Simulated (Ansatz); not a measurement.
# Ta (Im-3m): phonons against volume

Which modes of Ta drive its thermal expansion?

Calculated with Ansatz 0.2.0; DFT LDA, scalar-relativistic, plane waves, PAW; PAW set soft_1.

## (1) Set-up

The structure is cubic, space group Im-3m (No. 229). The conventional cell has a = 3.303 Å, b = 3.303 Å, c = 3.303 Å, α = 90.00°, β = 90.00°, γ = 90.00°. Ta has 8 Ta at 2.86 Å nearest.

## (2) Probe on a coarse mesh

Before spending time, one coarse run tells the gap and the pressure of the starting cell.

File input.yaml:

```yaml
crystal:
  lattice:
    - [-1.65128, 1.65128, 1.65128]
    - [1.65128, -1.65128, 1.65128]
    - [1.65128, 1.65128, -1.65128]
  atoms:
    - { symbol: Ta, position: [0.0, 0.0, 0.0] }
kpoints:
  mp_grid: { grid: [8, 8, 8] }
hamiltonian:
  xc: lda
  pseudopotentials: { kind: paw, azcp: { folder: soft_1 }, xc_functional: pbe }
scf:
  occupations: { method: gaussian, width: 0.1 }
  lower_state_search: "off"
output:
  forces: true
  stress: true
  eigenvalues: true
```

Started as:

```
$ ansatz run input.yaml --threads 8 --pin off --max-ram 16384MiB --backend cpu --events-out ev --progress --plain --runs-dir out
```

Numbers of over 12 decimals in the logs are rounded to 6 here.

Output:

```text
Engine: ansatz 0.2.0, aarch64-unknown-linux-gnu
Pseudopotentials: kind: paw
Pseudopotential: Ta, paw, valence charge 13, recommended cutoff 420 eV (normal), soft_1/Ta.paw.azcp
Functional definition: SPW92
  exchange = slater_x
  correlation = pw_c
Crystal: 1 atoms, lattice volume = 18.010 Å³
Basis set: ecut = 420 eV, 369 PW (Γ)
Bands: 11, of which v1, the nominal top of the filled ones, is band 7 counted from 1 (6 counted from 0)
Symmetry: 48 space group operations
Space group: Im-3m (ITA 229), of the structure as read, at distance tolerance 2.6e-5 Å
k-points: 29 of 512
Non-local potential: Ta, projectors of the file, l = 0: 3, l = 1: 2, l = 2: 2, l = 3: 1
PAW form: soft (Blöchl's): semilocal exchange-correlation on the pseudo side does not see the compensation charge
PAW frozen core: Ta, regenerated for the run's functional, and the local potential with it (the file was generated under x = pbe(κ = 0.804, μ = 0.219515), c = pbe(β = 0.066725))
PAW one-centre angular grid: Ta, 590 points (default); XC on 64 Gauss nodes
Initial density: superposition of atomic densities (chi_scale 0.1, normalization cell)
Initial wavefunctions: pseudopotential atomic-orbital guess
Functional: x = slater, c = lda
SCF iter   1: F=—  HF=-9683.480516 eV  |F-HF|=—  |Δ(HF+E_count)|=         —  Δρ=3.76e-2  dr2=2.62e-1  ethr=3.10e-3  ⟨swp⟩=5.0  Hψ=1651  notcnv=0
preconditioner: auto → none  [insulator: Δε(μ)=0.168 eV  Ē_g=8.452 eV  σ=0.100 eV  W_gap=0.72  n_scr=0 (ndim 8)  ℏωp=19.6 eV  f_vac=0.000  D(μ)=0.72/eV (n_scr^D=12)  ε∞_Penn≈6.4]
SCF iter   2: F=—  HF=-9683.374025 eV  |F-HF|=—  |Δ(HF+E_count)|=   1.06e-1  Δρ=1.35e-2  dr2=1.72e-2  ethr=2.01e-3  ⟨swp⟩=2.6  Hψ=735  notcnv=0  defer=11
SCF iter   3: F=—  HF=-9683.370464 eV  |F-HF|=—  |Δ(HF+E_count)|=   3.56e-3  Δρ=3.92e-3  dr2=9.16e-4  ethr=1.32e-4  ⟨swp⟩=2.0  Hψ=367  notcnv=0  defer=11
SCF iter   4: F=—  HF=-9683.370457 eV  |F-HF|=—  |Δ(HF+E_count)|=   6.50e-6  Δρ=1.29e-4  dr2=7.45e-7  ethr=7.04e-6  ⟨swp⟩=1.0  Hψ=308  notcnv=0  defer=11
SCF iter   5: F=—  HF=-9683.370459 eV  |F-HF|=—  |Δ(HF+E_count)|=   2.07e-6  Δρ=1.41e-5  dr2=7.08e-9  ethr=7.69e-10  ⟨swp⟩=7.1  Hψ=1626  notcnv=0
SCF iter   6: F=-9683.370459 eV  HF=-9683.370459 eV  |F-HF|=1.82e-12  |Δ(HF+E_count)|=   1.80e-9  Δρ=4.95e-7  dr2=1.41e-11  ethr=5.45e-11  ⟨swp⟩=1.9  Hψ=914  notcnv=0
SCF 1 converged in 6 iterations: F = -9683.370459 eV  dr2 = 1.41e-11
  greatest PAW one-centre occupation: 0.999 electrons in one spin orbital (limit 2), on the Ta atom at site 0 (counted from 0), in its partial waves of l = 0
SCF converged after 6 iterations
Free energy (F): -9683.370459 eV
Harris-Foulkes:  -9683.370459 eV  (|F-HF|=1.82e-12)
Internal energy: -9683.366786 eV  (E = F + TS)
E sigma→0 (E₀):  -9683.368623 eV
Entropy (-TS):   -0.003673 eV (-3.673 meV/atom)
Fermi energy:    18.145039 eV
--- Per-component energies (eV) ---
  E_band       = -109.256028
  E_kinetic    = 393.900189
  E_local      = -553.600121  (includes V_loc(G=0)·N_el)
  E_nonlocal   = -5.975101
  E_hartree    = 198.970705
  E_xc         = -318.494523
  E_vxc        = -234.049253  (∫ρ·V_xc dr)
  E_paw        = -8057.615593  (= ΣΔE_a)
  E_vpaw       = -107.473242  (= ΣTr[D̂ρ^β])
  E_aug_tail   = 0.000105  (compensation charges beyond the density's cutoff)
  E_ewald      = -1340.811443
  E_core_change = 0.258997  (= ΣΔE_core)
  E_smearing   = -0.003673  (= −TS)
  E_closure    = -0.000000  (closes the sum)
  Σ components = -9683.370459   (vs F -9683.370459, Δ=0.00e0)
--- Forces (eV/Å), atoms counted from 1 ---
  atom   1  Ta    -0.00000000     0.00000000     0.00000000
  max |Σ_I F_I| component: 3.04e-31 eV/Å
--- Stress (GPa, compression-positive) ---
      -10.705657       0.000000       0.000000
       -0.000000     -10.705657       0.000000
        0.000000      -0.000000     -10.705657
  P = ⅓ Tr σ = -10.7057 GPa (-107.057 kbar)
--- Band table (eV; the first three rows and the last of 29) ---
  k-point 0: bands = [... 3 lower, -14.8111, 10.2781, 18.8483, 18.8483, 18.8483, 22.1038, 22.1038, 32.8364]
  k-point 1: bands = [... 3 lower, -14.8121, 10.9554, 18.4311, 18.6757, 19.5268, 21.5725, 22.1168, 33.3689]
  k-point 2: bands = [... 3 lower, -14.8147, 12.5704, 17.5732, 18.0639, 21.4496, 21.5225, 22.2884, 33.1034]
  k-point 28: bands = [... 3 lower, -15.6399, 14.3513, 14.3513, 24.9674, 24.9674, 24.9674, 26.8195, 26.8195]
```

Wall time 0.73 s (8 threads of Arm Neoverse V2, shared host); peak memory 0.24 GiB.

The column dr2 measures how far the density is from self-consistency, as an energy; F and HF (Harris–Foulkes) agree once it is small.

This step gave:

```yaml
pressure: -10.71 GPa
volume_per_atom: 18.01 Å³/atom
gap_on_the_k_mesh: 0 eV
```

The start is under -11 GPa at this level and looks like a metal on this mesh.

## (3) A loose first relaxation

The start is far from rest, so a relaxation with loose thresholds first brings it near the minimum.

Changes to input.yaml since step 2:

```diff
@@ -19 +19,6 @@
   eigenvalues: true
+relax:
+  adjacent_minimum: "off"
+  f_tol: 0.05
+  max_steps: 80
+  cell: { stress_tol: 0.5 }
```

Output:

```text
[...]
Crystal: 1 atoms, lattice volume = 18.010 Å³
Basis set: ecut = 420 eV, 369 PW (Γ)
Bands: 11, of which v1, the nominal top of the filled ones, is band 7 counted from 1 (6 counted from 0)
Symmetry: 48 space group operations
[...]
k-points: 29 of 512
[...]
SCF iter   1: F=—  HF=-9683.480516 eV  |F-HF|=—  |Δ(HF+E_count)|=         —  Δρ=3.76e-2  dr2=2.62e-1  ethr=3.10e-3  ⟨swp⟩=5.0  Hψ=1651  notcnv=0
[...]
SCF iter   6: F=-9683.370459 eV  HF=-9683.370459 eV  |F-HF|=1.82e-12  |Δ(HF+E_count)|=   1.80e-9  Δρ=4.95e-7  dr2=1.41e-11  ethr=5.45e-11  ⟨swp⟩=1.9  Hψ=914  notcnv=0
SCF 1 converged in 6 iterations: F = -9683.370459 eV  dr2 = 1.41e-11
[...]
relax step   1: F+E_penalty+E_count = -9683.37045936 eV  Δ(F+E_penalty+E_count) = +0.000e0 eV  max|allowed force component| = 0.000e0 eV/Å  Δτ_max = 0.0000 Å  P = -10.706 GPa  Ω = 18.010 Å³  (6 SCF iters, dr2 threshold 1.00e-7 eV, accepted)
Crystal: 1 atoms, lattice volume = 15.503 Å³
Basis set: ecut = 420 eV, 321 PW (Γ)
[...]
iter 1 solved again at ethr=8.77e-7 eV; its pass at ethr=3.10e-3 eV (dr2=1.14e-4 eV) is discarded
[...]
SCF iter   4: F=-9683.271990 eV  HF=-9683.271990 eV  |F-HF|=6.44e-9  |Δ(HF+E_count)|=   2.81e-8  Δρ=8.75e-6  dr2=8.74e-9  ethr=7.69e-10  ⟨swp⟩=5.0  Hψ=1445  notcnv=0
SCF 2 converged in 4 iterations: F = -9683.271990 eV  dr2 = 8.74e-9
relax step   2: F+E_penalty+E_count = -9683.27198994 eV  Δ(F+E_penalty+E_count) = +9.847e-2 eV  max|allowed force component| = 0.000e0 eV/Å  Δτ_max = 0.0000 Å  P = +27.722 GPa  Ω = 15.503 Å³  energy of the carried Pulay correction = +2.712e-4 eV  (4 SCF iters, dr2 threshold 1.00e-7 eV, rejected (line search))
Crystal: 1 atoms, lattice volume = 17.234 Å³
[...]
SCF iter   5: F=-9683.401154 eV  HF=-9683.401154 eV  |F-HF|=2.55e-11  |Δ(HF+E_count)|=  2.69e-10  Δρ=4.19e-7  dr2=2.85e-11  ethr=5.22e-12  ⟨swp⟩=2.8  Hψ=1117  notcnv=0
SCF 3 converged in 5 iterations: F = -9683.401154 eV  dr2 = 2.85e-11
relax step   3: F+E_penalty+E_count = -9683.40115437 eV  Δ(F+E_penalty+E_count) = -3.070e-2 eV  max|allowed force component| = 0.000e0 eV/Å  Δτ_max = 0.0000 Å  P = -1.575 GPa  Ω = 17.234 Å³  energy of the carried Pulay correction = +7.983e-5 eV  (5 SCF iters, accepted)
[...]
relax step   4: F+E_penalty+E_count = -9683.40174417 eV  Δ(F+E_penalty+E_count) = -5.898e-4 eV  max|allowed force component| = 0.000e0 eV/Å  Δτ_max = 0.0000 Å  P = +0.133 GPa  Ω = 17.107 Å³  energy of the carried Pulay correction = +9.324e-5 eV  (3 SCF iters, dr2 threshold 1.00e-7 eV, accepted)
[...]
SCF iter   3: F=-9683.401652 eV  HF=-9683.401652 eV  |F-HF|=3.64e-12  |Δ(HF+E_count)|=  5.38e-10  Δρ=9.34e-7  dr2=1.96e-11  ethr=7.69e-12  ⟨swp⟩=3.1  Hψ=1119  notcnv=0
SCF 5 converged in 3 iterations: F = -9683.401652 eV  dr2 = 1.96e-11
relax step   5: F+E_penalty+E_count = -9683.40165214 eV  Δ(F+E_penalty+E_count) = +9.204e-5 eV  max|allowed force component| = 0.000e0 eV/Å  Δτ_max = 0.0000 Å  P = +0.133 GPa  Ω = 17.107 Å³  stress off target by 1.33e-1 GPa  SCF on the basis re-selected at this cell (its energy is not comparable with the rows above)  (3 SCF iters)
basis re-selected at this cell: Δ(F+E_penalty+E_count) = +9.204e-5 eV, ΔP = -0.001 GPa vs the last step (what re-selecting the basis moved, of the pressure what is left beyond the Pulay correction that the steps carried, after the strain that the cell walked since its last selection, with what the two solves' SCF thresholds leave and, on support functions, any second-order correction that the steps lacked; it is no measure of the basis error at this ecutwfc). This SCF's stress stands 1.33e-1 GPa from its target on what of the cell is left free (relax.cell.stress_tol is 5.00e-1 GPa) and its largest allowed force component is 0.00e0 eV/Å (relax.f_tol is 5.00e-2 eV/Å): [rest of the remark cut]
SCF converged after 3 iterations
Free energy (F): -9683.401652 eV
[...]
Internal energy: -9683.398075 eV  (E = F + TS)
E sigma→0 (E₀):  -9683.399863 eV
Entropy (-TS):   -0.003577 eV (-3.577 meV/atom)
Fermi energy:    19.194692 eV
[...]
--- Stress (GPa, compression-positive) ---
        0.132542       0.000000      -0.000000
        0.000000       0.132542      -0.000000
       -0.000000      -0.000000       0.132542
  P = ⅓ Tr σ = 0.1325 GPa (1.325 kbar)
--- Band table (eV; the first three rows and the last of 29) ---
  k-point 0: bands = [... 3 lower, -13.5229, 11.1917, 19.9392, 19.9392, 19.9392, 23.3848, 23.3848, 34.1460]
  k-point 1: bands = [... 3 lower, -13.5244, 11.9118, 19.4902, 19.7543, 20.6651, 22.8071, 23.3956, 34.7329]
  k-point 2: bands = [... 3 lower, -13.5282, 13.5854, 18.5730, 19.1321, 22.7212, 22.7744, 23.5798, 34.5769]
  k-point 28: bands = [... 3 lower, -14.4932, 15.1368, 15.1368, 26.4898, 26.4898, 26.4898, 28.3993, 28.3993]
--- Relaxed structure (4 steps of the walk, 3 accepted, 1 SCFs on fresh bases) ---
  F+E_penalty+E_count = -9683.40165214 eV   max|allowed force component| = 0.000e0 eV/Å   (the final SCF, on the basis selected at the relaxed cell)
  cell:  # Å, volume = 17.1067 Å³
    - [-1.623188, 1.623188, 1.623188]
    - [1.623188, -1.623188, 1.623188]
    - [1.623188, 1.623188, -1.623188]
  atoms:
    - { symbol: Ta, position: [0.0, 0.0, 0.0] }
```

Wall time 0.69 s (8 threads); peak memory 0.27 GiB.

The steps of the relaxation:

```
step  energy less that of the first step (eV)  largest force component (eV/Å)  pressure (GPa)  volume (Å³)
   1                                   0.0000                          0.0000          -10.71        18.01
   2                                   0.0985                          0.0000           27.72        15.50
   3                                  -0.0307                          0.0000           -1.57        17.23
   4                                  -0.0313                          0.0000            0.13        17.11
  5*                                  -0.0312                          0.0000            0.13        17.11
```

Relaxation steps marked * repeat the geometry before them on a plane-wave basis chosen anew for their cell, so energy and pressure can jump there. Relaxation step 2 was tried and not accepted.

```
conventional cell, symmetrised  before  after  change
                         a (Å)   3.303  3.246  -1.7 %
                         b (Å)   3.303  3.246  -1.7 %
                         c (Å)   3.303  3.246  -1.7 %
              volume (Å³/atom)   18.01  17.11  -5.0 %
```

Final coordinates:

```xyz
1
Lattice="-1.6232 1.6232 1.6232 1.6232 -1.6232 1.6232 1.6232 1.6232 -1.6232" Properties=species:S:1:pos:R:3 pbc="T T T"
Ta    0.0000    0.0000    0.0000
```

This step gave:

| Item | Value |
| --- | --- |
| pressure | 0.1325 GPa |
| volume per atom | 17.11 Å³/atom |

The relaxation ends with a pressure of 0.13 GPa.

## (4) Relaxation

Phonons are second derivatives about a minimum, so cell and atoms are relaxed first, inside the symmetry of the start.

input.yaml, the sections that differ from step 3:

```yaml
crystal:
  lattice:
    - [-1.6231883322, 1.6231883322, 1.6231883322]
    - [1.6231883322, -1.6231883322, 1.6231883322]
    - [1.6231883322, 1.6231883322, -1.6231883322]
  atoms:
    - { symbol: Ta, position: [0.0, 0.0, 0.0] }
kpoints:
  mp_grid: { grid: [18, 18, 18] }
relax:
  adjacent_minimum: "off"
  f_tol: 0.005
  max_steps: 80
  cell: { stress_tol: 0.05 }
# hamiltonian, scf, output: as in step 3
```

Output:

```text
[...]
Crystal: 1 atoms, lattice volume = 17.107 Å³
Basis set: ecut = 420 eV, 321 PW (Γ)
Bands: 11, of which v1, the nominal top of the filled ones, is band 7 counted from 1 (6 counted from 0)
Symmetry: 48 space group operations
[...]
k-points: 195 of 5832
[...]
k-point 194: bands = [... 3 lower, -14.6351, 15.0423, 15.0423, 26.3040, 26.3040, 26.3040, 28.2107, 28.2107]
--- Relaxed structure (3 steps of the walk, 2 accepted, 1 SCFs on fresh bases) ---
[...]
cell:  # Å, volume = 17.2093 Å³
    - [-1.626425, 1.626425, 1.626425]
    - [1.626425, -1.626425, 1.626425]
    - [1.626425, 1.626425, -1.626425]
  atoms:
    - { symbol: Ta, position: [0.0, 0.0, 0.0] }
[key lines of the parts left out:]
SCF converged after 3 iterations
Free energy (F): -9683.366984 eV
Fermi energy:    19.126332 eV
P = ⅓ Tr σ = -0.0324 GPa (-0.324 kbar)
```

Elapsed: 1.4 s, on 8 threads; peak memory 0.33 GiB; 8 s of CPU time.

Relaxation path:

```
step  energy less that of the first step (eV)  largest force component (eV/Å)  pressure (GPa)  volume (Å³)
   1                                   0.0000                          0.0000            1.31        17.11
   2                                   0.0024                          0.0000           -3.29        17.47
   3                                  -0.0004                          0.0000           -0.03        17.21
  4*                                  -0.0004                          0.0000           -0.03        17.21
```

Relaxation steps marked * repeat the geometry before them on a plane-wave basis chosen anew for their cell, so energy and pressure can jump there. Relaxation step 2 was tried and not accepted.

```
conventional cell, symmetrised  before  after  change
                         a (Å)   3.246  3.253  +0.2 %
                         b (Å)   3.246  3.253  +0.2 %
                         c (Å)   3.246  3.253  +0.2 %
              volume (Å³/atom)   17.11  17.21  +0.6 %
```

The relaxed structure:

```cif
data_structure
_symmetry_space_group_name_H-M 'P 1'
_symmetry_Int_Tables_number 1
_cell_length_a 2.8171
_cell_length_b 2.8171
_cell_length_c 2.8171
_cell_angle_alpha 109.471
_cell_angle_beta 109.471
_cell_angle_gamma 109.471
_cell_volume 17.21
loop_
_atom_site_label
_atom_site_type_symbol
_atom_site_fract_x
_atom_site_fract_y
_atom_site_fract_z
_atom_site_occupancy
Ta1 Ta 0.00000 0.00000 0.00000 1
```

Numbers from this step:

* pressure: -0.03244 GPa
* volume per atom: 17.21 Å³/atom

The relaxation ends with a pressure of -0.03 GPa.

## (5) Tight relaxation

The thresholds are tightened for a last relaxation ahead of the phonons, and where mesh or smearing change with them the cell follows.

input.yaml, the sections that differ from step 4:

```yaml
crystal:
  lattice:
    - [-1.6264250577, 1.6264250577, 1.6264250577]
    - [1.6264250577, -1.6264250577, 1.6264250577]
    - [1.6264250577, 1.6264250577, -1.6264250577]
  atoms:
    - { symbol: Ta, position: [0.0, 0.0, 0.0] }
kpoints:
  mp_grid: { grid: [20, 20, 20] }
scf:
  occupations: { method: methfessel_paxton, width: 0.2 }
  lower_state_search: "off"
relax:
  adjacent_minimum: "off"
  f_tol: 0.001
  max_steps: 60
  cell: { stress_tol: 0.01 }
# hamiltonian, output: as in step 4
```

Output:

```text
[...]
Crystal: 1 atoms, lattice volume = 17.209 Å³
Basis set: ecut = 420 eV, 321 PW (Γ)
Bands: 11, of which v1, the nominal top of the filled ones, is band 7 counted from 1 (6 counted from 0)
Symmetry: 48 space group operations
[...]
k-points: 256 of 8000
[...]
k-point 255: bands = [... 3 lower, -14.6597, 15.0277, 15.0277, 26.2736, 26.2736, 26.2736, 28.1823, 28.1823]
--- Relaxed structure (3 steps of the walk, 2 accepted, 1 SCFs on fresh bases) ---
[...]
cell:  # Å, volume = 17.2246 Å³
    - [-1.626909, 1.626909, 1.626909]
    - [1.626909, -1.626909, 1.626909]
    - [1.626909, 1.626909, -1.626909]
  atoms:
    - { symbol: Ta, position: [0.0, 0.0, 0.0] }
[key lines of the parts left out:]
SCF converged after 3 iterations
Free energy (F): -9683.361287 eV
Fermi energy:    19.086993 eV
P = ⅓ Tr σ = -0.0009 GPa (-0.009 kbar)
```

The job ended after 1.6 s (8 threads; peak memory 0.35 GiB; 9.7 s of CPU time).

Little changed from the start: no atom moved by 0.005 Å and no cell edge by 0.1 %.

Numbers from this step:

* pressure: -9.32e-4 GPa
* volume per atom: 17.22 Å³/atom

The residual pressure is -9.3e-4 GPa, small enough for phonons.

(Part 1 of 4 ends here.)

[Logs are printed without paths, hosts, clocks, repeated set-up lines and the standing remarks that a program may print on its own settings, such as how far it seeks lower states.]

[Hosts, paths, dates, database ids (printed as entryN), source tags and the programs' standing remarks are cut or masked in the printed files.]

[A step with changed settings may run another functional than the one named; its input shows which.]

[Of the runs on displaced cells, only some may be shown.]
